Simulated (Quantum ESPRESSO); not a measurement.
### Magnetic state of Mn2CdTe3 from several starts

Symmetry: P-3m1, No. 164, trigonal system. Conventional cell: a = 4.077 Å, b = 4.077 Å, c = 10.464 Å, α = 90.00°, β = 90.00°, γ = 120.00°. Nearest to Mn lie 6 Te at 2.83 to 2.88 Å. Cd has 6 Te at 3.09 Å nearest. Nearest to Te lie 6 Mn at 2.88 Å. Te has 3 Mn at 2.83 Å and 3 Cd at 3.09 Å nearest. Farther neighbours and most contacts between anions are not listed.

- method: LDA; plane waves with GBRV 1.5 LDA potentials, no spin-orbit coupling (and 1 further level or step)
- program: Quantum ESPRESSO 7.5
- settings of one run: GBRV 1.5 LDA, cutoff 544.23 eV, 6×6×2 k-mesh, 45 bands, fermi-dirac occupations, smearing width 0.1 eV, collinear spin, SCF threshold 1.20e-8, mixing ndim 4, mesh matched on, starting moments 4.5 4.5 0 0 0 0 μB
- cost: 3 runs, 2.8 min in all on 2 MPI ranks of Arm Neoverse V2, shared host (the runs of this entry)
- notes: The run is spin-polarised, with a total moment of 8.43 μB a cell (absolute 8.52).
- lowest state found: ferromagnetic (from ferro ++)
- largest site moment: 3.94 μB
- next state with moments: antiferromagnetic, 29.6 meV a seeded atom higher
- state without moments: 1487 meV a seeded atom higher

Forming the moments gains more than four times the spread of the orders, as local moments do. Only these 3 starts were compared; other wavevectors, canted and longer-period orders were not.

[Hosts, paths, dates, database ids (printed as entryN), source tags and the programs' standing remarks are cut or masked in the printed files.]

[Where a cell is said to come from a database of computed structures, the database is the Materials Project.]
